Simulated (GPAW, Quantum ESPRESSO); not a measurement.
**B K ELNES/XANES of BAs (F-43m) from DFT**

Do two independent programs agree on the B K edge of BAs (F-43m)? The same cell and functional are run with XSpectra and with GPAW.

Calculated with Quantum ESPRESSO 7.5; core-hole supercells, plane-wave PAW PBE (first program; GPAW 26.7.0 follows as the second).

### Step 1. The structure

It takes space group F-43m (No. 216, cubic). The conventional cell has a = 4.777 Å, b = 4.777 Å, c = 4.777 Å, α = 90.00°, β = 90.00°, γ = 90.00°. As has 4 B at 2.07 Å nearest. B has 4 As at 2.07 Å nearest. Farther neighbours are not listed.

### Step 2. Ground state of the crystal (Quantum ESPRESSO)

A plain self-consistent run shows whether there is a gap, which decides the set-up of the core-hole run.

The input, scf.in:

```
&control
   calculation='scf', prefix='x', pseudo_dir='../pp', outdir='tmp', tprnfor=.true.
/
&system
   ibrav=0, nat=2, ntyp=2, nbnd=8
   ecutwfc=56, ecutrho=360
   occupations='smearing', smearing='mv', degauss=0.015
/
&electrons
   conv_thr=2.0e-08, electron_maxstep=120
   mixing_beta=0.5
/
ATOMIC_SPECIES
As 1.0 As.pbe-n-kjpaw.UPF
B3 1.0 B.pbe-n-kjpaw.UPF
CELL_PARAMETERS angstrom
  0.00000000 2.38850000 2.38850000
  2.38850000 0.00000000 2.38850000
  2.38850000 2.38850000 0.00000000
ATOMIC_POSITIONS crystal
As   0.75000000 0.75000000 0.75000000
B3   0.00000000 0.00000000 0.00000000
K_POINTS automatic
10 10 10 0 0 0
```

The input, As.pbe-n-kjpaw.ld1.in:

```
&input
   title='As', zed=33., rel=1, iswitch=3, dft='PBE',
   config='[Ar] 4s2 4p3 3d10 4d-1'
/
&inputp
   file_pseudopw='As.pbe-n-kjpaw.UPF', author='',
   lpaw=.true.,
   pseudotype=3,
   lloc=2,
   which_augfun='PSQ',
   rmatch_augfun_nc=.true.,
   nlcc=.true.,
   new_core_ps=.true.,
   rcore=1.5,
   tm=.true.,
   lgipaw_reconstruction=.true., use_paw_as_gipaw=.true.
/
5
4S  1  0  2.00  0.00  1.60  1.80  0.0
4S  1  0  0.00  0.40  1.60  1.80  0.0
4P  2  1  3.00  0.00  1.60  2.00  0.0
4P  2  1  0.00  0.40  1.60  2.00  0.0
4D  3  2 -2.00  0.50  2.00  2.00  0.0
```

The input, B.pbe-n-kjpaw.ld1.in:

```
&input
   title='B', zed=5., rel=1, iswitch=3, dft='PBE',
   config='[He] 2s2 2p1'
/
&inputp
   file_pseudopw='B.pbe-n-kjpaw.UPF', author='',
   lpaw=.true.,
   pseudotype=3,
   lloc=-1,
   rcloc=1.2,
   which_augfun='PSQ',
   rmatch_augfun_nc=.true.,
   nlcc=.true.,
   new_core_ps=.true.,
   rcore=0.9,
   tm=.true.,
   lgipaw_reconstruction=.true., use_paw_as_gipaw=.true.
/
4
2S  1  0  2.00  0.00  1.00  1.20  0.0
2S  1  0  0.00  3.00  1.00  1.20  0.0
2P  2  1  1.00  0.00  1.00  1.40  0.0
2P  2  1  0.00  1.50  1.00  1.40  0.0
```

On the command line:

```console
> OMP_NUM_THREADS=1 mpirun --oversubscribe --bind-to none -np 4 pw.x -nk 4 -in scf.in > scf.out
```

The log of the run:

```text
     [... banner and references ...]
using ibrav=0 with symmetry is DISCOURAGED, use correct ibrav instead

     G-vector sticks info
     --------------------

     Using Slab Decomposition

     bravais-lattice index     =            0
     lattice parameter (alat)  =       6.3832  a.u.
     unit-cell volume          =     183.9087 (a.u.)^3
     number of atoms/cell      =            2
     number of atomic types    =            2
     number of electrons       =         8.00
     number of Kohn-Sham states=            8
     kinetic-energy cutoff     =      56.0000  Ry
     charge density cutoff     =     360.0000  Ry
     scf convergence threshold =      2.0E-08
     mixing beta               =       0.5000
     number of iterations used =            8  plain     mixing
     Exchange-correlation= SLA  PW   PBX  PBC
                           (   1   4   3   4   0   0   0)

     celldm(1)=   6.383210  celldm(2)=   0.000000  celldm(3)=   0.000000
     celldm(4)=   0.000000  celldm(5)=   0.000000  celldm(6)=   0.000000

     crystal axes: (cart. coord. in units of alat)
               a(1) = (   0.000000   0.707107   0.707107 )
               a(2) = (   0.707107   0.000000   0.707107 )
               a(3) = (   0.707107   0.707107   0.000000 )

     reciprocal axes: (cart. coord. in units 2 pi/alat)
               b(1) = ( -0.707107  0.707107  0.707107 )
               b(2) = (  0.707107 -0.707107  0.707107 )
               b(3) = (  0.707107  0.707107 -0.707107 )

     PseudoPot. #1 for As:     Pseudo is Projector augmented-wave + core cor, Zval =  5.0

     ../pp/B.pbe-n-kjpaw.UPF
     Pseudo is Projector augmented-wave + core cor, Zval =  3.0
     Shape of augmentation charge: PSQ
     Using radial grid of 1059 points,  4 beta functions with:
                l(1) =   0
                l(2) =   0
                l(3) =   1
                l(4) =   1
     Q(r) pseudized with 0 coefficients

     atomic species   valence    mass     pseudopotential
     As                5.00     1.00000     As( 1.00)
     B3                3.00     1.00000     B ( 1.00)

     24 Sym. Ops. (no inversion) found

   Cartesian axes

     site n.     atom                  positions (alat units)
         1        As     tau(   1) = (   1.0606602   1.0606602   1.0606602  )
         2        B3     tau(   2) = (   0.0000000   0.0000000   0.0000000  )

     number of k points=    47  Marzari-Vanderbilt smearing, width (Ry)=  0.0150
                       cart. coord. in units 2pi/alat
        k(    1) = (   0.0000000   0.0000000   0.0000000), wk =   0.0020000
        k(    2) = (   0.0707107   0.0707107  -0.0707107), wk =   0.0160000
        k(    3) = (   0.1414214   0.1414214  -0.1414214), wk =   0.0160000
        k(    4) = (   0.2121320   0.2121320  -0.2121320), wk =   0.0160000
        k(    5) = (   0.2828427   0.2828427  -0.2828427), wk =   0.0160000
[...]
k(   45) = (  -0.1414214  -0.4242641   0.7071068), wk =   0.0480000
        k(   46) = (  -0.0707107  -0.3535534   0.6363961), wk =   0.0480000
        k(   47) = (  -0.7071068   0.2828427   0.0000000), wk =   0.0240000

     Dense  grid:    21187 G-vectors     FFT dimensions: (  40,  40,  40)

     Smooth grid:    10417 G-vectors     FFT dimensions: (  32,  32,  32)

     Initial potential from superposition of free atoms

     starting charge       7.9995, renormalised to       8.0000
     Starting wfcs are    8 randomized atomic wfcs
     Checking if some PAW data can be deallocated...

     per-process dynamical memory:    21.6 Mb

     Self-consistent Calculation

     iteration #  1     ecut=    56.00 Ry     beta= 0.50
     Davidson diagonalization with overlap
     ethr =  1.00E-02,  avg # of iterations =  3.1

     total energy              =    -187.42473261 Ry
     estimated scf accuracy    <       0.15278211 Ry

     iteration #  2     ecut=    56.00 Ry     beta= 0.50
[...]
estimated scf accuracy    <       0.00000007 Ry

     iteration #  7     ecut=    56.00 Ry     beta= 0.50
     Davidson diagonalization with overlap
     ethr =  8.48E-10,  avg # of iterations =  2.1

     WARNING: integrated charge=     8.00000179, expected=     8.00000000

     total energy              =    -187.45283900 Ry
     estimated scf accuracy    <       0.00000002 Ry

     iteration #  8     ecut=    56.00 Ry     beta= 0.50
     Davidson diagonalization with overlap
     ethr =  2.59E-10,  avg # of iterations =  1.0

     End of self-consistent calculation

          k = 0.0000 0.0000 0.0000 (  1291 PWs)   bands (ev):

    -6.7490   8.6435   8.6435   8.6435  11.9486  11.9486  11.9486  13.4309

          k = 0.0707 0.0707-0.0707 (  1303 PWs)   bands (ev):

    -6.5850   7.2480   8.3439   8.3439  12.1029  12.3484  12.3484  14.3159

          k = 0.1414 0.1414-0.1414 (  1324 PWs)   bands (ev):

    -6.1013   4.8826   7.7741   7.7741  11.8910  13.0686  13.0686  15.9706

          k = 0.2121 0.2121-0.2121 (  1314 PWs)   bands (ev):

    -5.3349   2.5938   7.2718   7.2718  11.6136  13.4656  13.4656  17.2645

          k = 0.2828 0.2828-0.2828 (  1299 PWs)   bands (ev):

    -4.4194   0.7234   6.9506   6.9506  11.4244  13.4820  13.4820  17.6979

          k =-0.3536-0.3536 0.3536 (  1308 PWs)   bands (ev):

[...]
k = 0.1414-0.0000 0.0000 (  1299 PWs)   bands (ev):

[...]
k = 0.2121 0.0707-0.0707 (  1309 PWs)   bands (ev):

[...]
k =-0.2828-0.4243 0.4243 (  1307 PWs)   bands (ev):

[...]
k =-0.2121-0.3536 0.3536 (  1297 PWs)   bands (ev):

[...]
k =-0.1414-0.2828 0.2828 (  1309 PWs)   bands (ev):

[...]
k =-0.0707-0.2121 0.2121 (  1306 PWs)   bands (ev):

[...]
k = 0.0000-0.1414 0.1414 (  1311 PWs)   bands (ev):

[...]
k = 0.2828-0.0000 0.0000 (  1307 PWs)   bands (ev):

[...]
k = 0.0000-0.2828 0.2828 (  1326 PWs)   bands (ev):

[...]
k = 0.4950 0.0707-0.0707 (  1297 PWs)   bands (ev):

[...]
k = 0.5657-0.0000 0.0000 (  1290 PWs)   bands (ev):

[...]
k = 0.0000-0.5657 0.5657 (  1296 PWs)   bands (ev):

[...]
k =-0.7071 0.0000 0.0000 (  1298 PWs)   bands (ev):

[...]
k = 0.2828 0.1414 0.0000 (  1313 PWs)   bands (ev):

[...]
k = 0.3536 0.2121-0.0707 (  1309 PWs)   bands (ev):

[...]
k = 0.4243 0.1414-0.0000 (  1302 PWs)   bands (ev):

[...]
k = 0.0000-0.2828 0.4243 (  1299 PWs)   bands (ev):

[...]
k =-0.0000-0.4243 0.5657 (  1290 PWs)   bands (ev):

[...]
k =-0.7071 0.1414 0.0000 (  1298 PWs)   bands (ev):

[...]
k =-0.1414-0.4243 0.7071 (  1294 PWs)   bands (ev):

    -3.0404   1.0166   3.1856   4.4898  13.0989  14.0217  14.8191  18.4065

          k =-0.0707-0.3536 0.6364 (  1300 PWs)   bands (ev):

    -2.6297   0.6533   2.9551   4.1500  13.4187  14.4277  15.6289  16.7550

          k =-0.7071 0.2828 0.0000 (  1294 PWs)   bands (ev):

    -2.4217   0.5245   3.3014   3.5378  13.2040  13.5635  16.5339  16.6597

     the Fermi energy is     9.3490 ev

     WARNING: integrated charge=     8.00000179, expected=     8.00000000

!    total energy              =    -187.45283900 Ry
     total all-electron energy =     -4571.659546 Ry
     estimated scf accuracy    <          6.2E-10 Ry
     smearing contrib. (-TS)   =       0.00000002 Ry
     internal energy E=F+TS    =    -187.45283902 Ry

     The total energy is F=E-TS. E is the sum of the following terms:
     one-electron contribution =       7.01579399 Ry
     hartree contribution      =       1.24160307 Ry
     xc contribution           =     -14.47958535 Ry
     ewald contribution        =     -19.93341868 Ry
     one-center paw contrib.   =    -161.29723205 Ry

     convergence has been achieved in   8 iterations

     Forces acting on atoms (cartesian axes, Ry/au):

     atom    1 type  1   force =     0.00000000    0.00000000   -0.00000000
     atom    2 type  2   force =     0.00000000    0.00000000   -0.00000000

     Total force =     0.000000     Total SCF correction =     0.000000

     XML data file, charge density, pseudopotentials, collected wavefunctions

=------------------------------------------------------------------------------=
   JOB DONE.
=------------------------------------------------------------------------------=
```

The job ended after 2.8 s (4 MPI ranks of AMD EPYC 9R14 (Zen 4), shared host; peak memory 0.07 GiB; 10 s of CPU time).

Absorbing atoms carry a label of their own (element plus a letter or digit), as the spectrum program needs them as separate species.

The mesh shows a gap of 1.17 eV, so the hole is first treated in a charged cell, without the excited electron.

### Step 3. Spectrum without a core hole, B atom 2 (Quantum ESPRESSO)

This cheap baseline ignores the attraction of the hole: it shows the absorber's empty states as they are in the ground state.

The absorber has 4 As at 2.07 Å (tetrahedral, site symmetry -43m).

The input, xspectra.in:

```
&input_xspectra
   calculation='xanes_dipole', edge='K'
   prefix='x', outdir='tmp', xiabs=2, xe0=9.2276
   xonly_plot=.false., x_save_file='xanes.sav'
   xniter=3000, xcheck_conv=20, xerror=0.005
   xcoordcrys=.false., xepsilon(1)=1, xepsilon(2)=0, xepsilon(3)=0
/
&plot
   xnepoint=413, xemin=-10, xemax=45, terminator=.true., cut_occ_states=.true.
   xgamma=0.4
/
&pseudos
   filecore='../B.wfc'
/
&cut_occ
   cut_desmooth=0.1, cut_stepl=0.05, cut_stepu=0.05, cut_ierror=1e-5
/
8 8 8 0 0 0
```

On the command line:

```console
> OMP_NUM_THREADS=1 mpirun --oversubscribe --bind-to none -np 4 xspectra.x -nk 4 -in xspectra.in > xspectra.out
```

The log of the run:

```text
     [... banner and references ...]
Reading input_file

     calculation: xanes_dipole

     xepsilon  [cartesian coordinates]:   1.000000   0.000000   0.000000

     xonly_plot: FALSE
        => complete calculation: Lanczos + spectrum plot

     filecore (core-wavefunction file): ../B.wfc

     main plot parameters:
        cut_occ_states: TRUE
        gamma_mode:  constant
        -> using xgamma [eV]:  0.40
        xemin [eV]: -10.00
        xemax [eV]:  45.00
        xnepoint:  413
        xe0 [eV]:   9.227600 (energy zero read in input file)

[...]
Results of STEP 1 successfully written in x_save_file
     x_save_file name:
     ->  xanes.sav
     x_save_file version:  2

     ... End STEP 1 ...

     ... Begin STEP 2 ...

     The spectrum is calculated using the following parameters:
        xe0 [eV]:    9.2276
        the occupied states are elimintate from the spectrum
        xemin [eV]: -10.00
        xemax [eV]:  45.00
        xnepoint:  413
        constant broadening parameter [eV]:    0.400
        Core level energy [eV]:  -188.0
         (from electron binding energy of neutral atoms in X-ray data booklet)

     Cross-section successfully written in xanes.dat

     ... End STEP 2 ...

                                END JOB XSpectra
```

Elapsed: 11 s, on 4 MPI ranks; peak memory 0.08 GiB; 41 s of CPU time.

The B K spectrum, B atom 2, no core hole (energy from the lowest empty level; intensity scaled to a mean of 1 over the first 20 eV; the points at xe0, where the cut of filled states can leave a spike, are interpolated):

```
E (eV)  intensity
  -2.0       0.04
  -1.4       0.06
  -0.8       0.08
  -0.2       0.12
   0.4       0.24
   1.0       0.39
   1.6       0.75
   2.2       1.08
   2.8       1.22
   3.4       0.96
   4.0       1.22
   4.6       1.43
   5.2       1.27
   5.8       1.44
   6.4       1.55
   7.0       1.28
   7.6       1.11
   8.2       1.40
   8.8       1.39
   9.4       1.37
  10.0       1.32
  10.6       1.65
  11.2       1.69
  11.8       0.94
  12.4       0.69
  13.0       0.77
  13.6       0.91
  14.2       0.89
  14.8       1.04
  15.4       1.33
  16.0       0.86
  16.6       0.54
  17.2       0.42
  17.8       0.41
  18.4       0.54
  19.0       0.59
  19.6       0.53
  20.2       0.53
  20.8       0.67
  21.4       0.79
  22.0       0.77
  22.6       0.91
  23.2       1.03
  23.8       0.94
  24.4       0.88
  25.0       0.92
  25.6       0.66
  26.2       0.80
  26.8       0.92
  27.4       0.95
  28.0       0.79
  28.6       0.76
  29.2       0.70
  29.8       0.74
  30.4       1.09
  31.0       0.79
  31.6       0.76
```

Main maxima below 24 eV (height): 2.8 eV (1.24), 4.8 eV (1.46), 6.2 eV (1.56), 8.1 eV (1.44), 9.2 eV (1.52), 11.0 eV (1.81) and 15.4 eV (1.33). A K edge sees empty p states on the absorber.

### Step 4. Another broadening

The final state's lifetime shortens with energy, so measured features broaden above the edge; the saved Lanczos coefficients are redrawn with a width that grows.

The input, xspectra_plot.in:

```
&input_xspectra
   calculation='xanes_dipole', edge='K'
   prefix='x', outdir='tmp', xiabs=2, xe0=9.2276
   xonly_plot=.true., x_save_file='xanes.sav'
   xniter=3000, xcheck_conv=20, xerror=0.005
   xcoordcrys=.false., xepsilon(1)=1, xepsilon(2)=0, xepsilon(3)=0
/
&plot
   xnepoint=413, xemin=-10, xemax=45, terminator=.true., cut_occ_states=.true.
   gamma_mode='variable', gamma_energy(1)=4, gamma_energy(2)=25, gamma_value(1)=0.3, gamma_value(2)=2.5
/
&pseudos
   filecore='../B.wfc'
/
&cut_occ
   cut_desmooth=0.1, cut_stepl=0.05, cut_stepu=0.05, cut_ierror=1e-5
/
8 8 8 0 0 0
```

On the command line:

```console
> OMP_NUM_THREADS=1 xspectra.x -in xspectra_plot.in > xspectra_plot.out
```

The log of the run:

```text
     [... banner and references ...]
Reading input_file
     -------------------------------------------------------------------------

     calculation: xanes_dipole

     xonly_plot: TRUE
        => only the spectrum plot

     main plot parameters:
        cut_occ_states: TRUE
        gamma_mode:  variable
        -> first, constant up to point ( 4.00, 0.30) [eV]
        -> then, linear up to point (25.00, 2.50) [eV]
        -> finally, constant up to xemax
        xemin [eV]: -10.00
        xemax [eV]:  45.00
        xnepoint:  413
[...]
xemin [eV]: -10.00
        xemax [eV]:  45.00
        xnepoint:  413
        energy-dependent broadening parameter:
         -> first, constant up to point ( 4.00, 0.30) [eV]
         -> then, linear up to point (25.00, 2.50) [eV]
         -> finally, constant up to xemax
        Core level energy [eV]:  -188.0
         (from electron binding energy of neutral atoms in X-ray data booklet)

     Cross-section successfully written in xanes.dat

     -------------------------------------------------------------------------
                                END JOB XSpectra
     -------------------------------------------------------------------------
[key lines of the parts left out:]
Fermi level [eV]:   8.6435
```

Wall time 4.4 s (1 MPI rank); peak memory 0.07 GiB.

With a Lorentzian half width 0.3 eV up to 4 eV, rising linearly to 2.5 eV at 25 eV (counted from xe0, 0.6 eV below the zero used here), the maxima are 2.8 eV (1.39), 4.6 eV (1.43), 6.2 eV (1.47), 9.0 eV (1.33), 10.5 eV (1.37) and 23.7 eV (0.80).

### Step 5. Reference energy of the supercell (Quantum ESPRESSO)

The photon energy needs a difference of total energies, so the cell and mesh of the coming hole run are first run without a hole.

The input, scf.in:

```
&control
   calculation='scf', prefix='x', pseudo_dir='../pp', outdir='tmp', tprnfor=.true.
/
&system
   ibrav=0, nat=16, ntyp=2, nbnd=36
   ecutwfc=56, ecutrho=360
   occupations='fixed'
/
&electrons
   conv_thr=1.6e-07, electron_maxstep=120
   mixing_beta=0.5
/
ATOMIC_SPECIES
As 1.0 As.pbe-n-kjpaw.UPF
B 1.0 B.pbe-n-kjpaw.UPF
CELL_PARAMETERS angstrom
  0.00000000 4.77700000 4.77700000
  4.77700000 0.00000000 4.77700000
  4.77700000 4.77700000 0.00000000
ATOMIC_POSITIONS crystal
As   0.37500000 0.37500000 0.37500000
As   0.37500000 0.37500000 0.87500000
As   0.37500000 0.87500000 0.37500000
As   0.87500000 0.37500000 0.37500000
As   0.37500000 0.87500000 0.87500000
As   0.87500000 0.37500000 0.87500000
As   0.87500000 0.87500000 0.37500000
As   0.87500000 0.87500000 0.87500000
B    0.00000000 0.00000000 0.00000000
B    0.00000000 0.00000000 0.50000000
B    0.00000000 0.50000000 0.00000000
B    0.50000000 0.00000000 0.00000000
B    0.00000000 0.50000000 0.50000000
B    0.50000000 0.00000000 0.50000000
B    0.50000000 0.50000000 0.00000000
B    0.50000000 0.50000000 0.50000000
K_POINTS automatic
3 3 3 0 0 0
```

On the command line:

```console
> OMP_NUM_THREADS=1 mpirun --oversubscribe --bind-to none -np 4 pw.x -nk 4 -in scf.in > scf.out
```

The log of the run:

```text
     [... banner and references ...]
[banner, memory and clock lines left out]
Found identity + (  0.0000  0.0000 -0.5000) symmetry
     This is a supercell, fractional translations are disabled
     using ibrav=0 with symmetry is DISCOURAGED, use correct ibrav instead

     G-vector sticks info

     bravais-lattice index     =            0
     lattice parameter (alat)  =      12.7664  a.u.
     unit-cell volume          =    1471.2698 (a.u.)^3
     number of atoms/cell      =           16
[...]
atom    2 type  1   force =     0.00000088    0.00000088   -0.00000088
     atom    3 type  1   force =     0.00000088   -0.00000088    0.00000088
[...]
atom   15 type  2   force =     0.00000000   -0.00000000   -0.00000123
     atom   16 type  2   force =     0.00000000    0.00000000    0.00000000

     Total force =     0.000008     Total SCF correction =     0.000046
     SCF correction compared to forces is large: reduce conv_thr to get better values

     XML data file, charge density, pseudopotentials, collected wavefunctions
[key lines of the parts left out:]
!    total energy              =   -1499.61142253 Ry
convergence has been achieved in  11 iterations
```

Wall time 13 s (4 MPI ranks); peak memory 0.23 GiB.

Reference energy: -497604.621 eV with the cores included.

(Continued in part 2 of 4.)

[Banner, clock and machine lines of the logs are left out without a mark of their own.]

[Logs are printed without paths, hosts, clocks, repeated set-up lines and the standing remarks that a program may print on its own settings, such as how far it seeks lower states.]

[Hosts, paths, dates, database ids (printed as entryN), source tags and the programs' standing remarks are cut or masked in the printed files.]

[Lists of maxima count a maximum above −3 eV only where it reaches 4 % of the highest in the window and stands out from its surroundings by 2 % of it (1.5 % where it reaches 55 %); shoulders and weaker maxima are passed over, and of the rest the first, up to two pre-edge ones and the few strongest are named.]
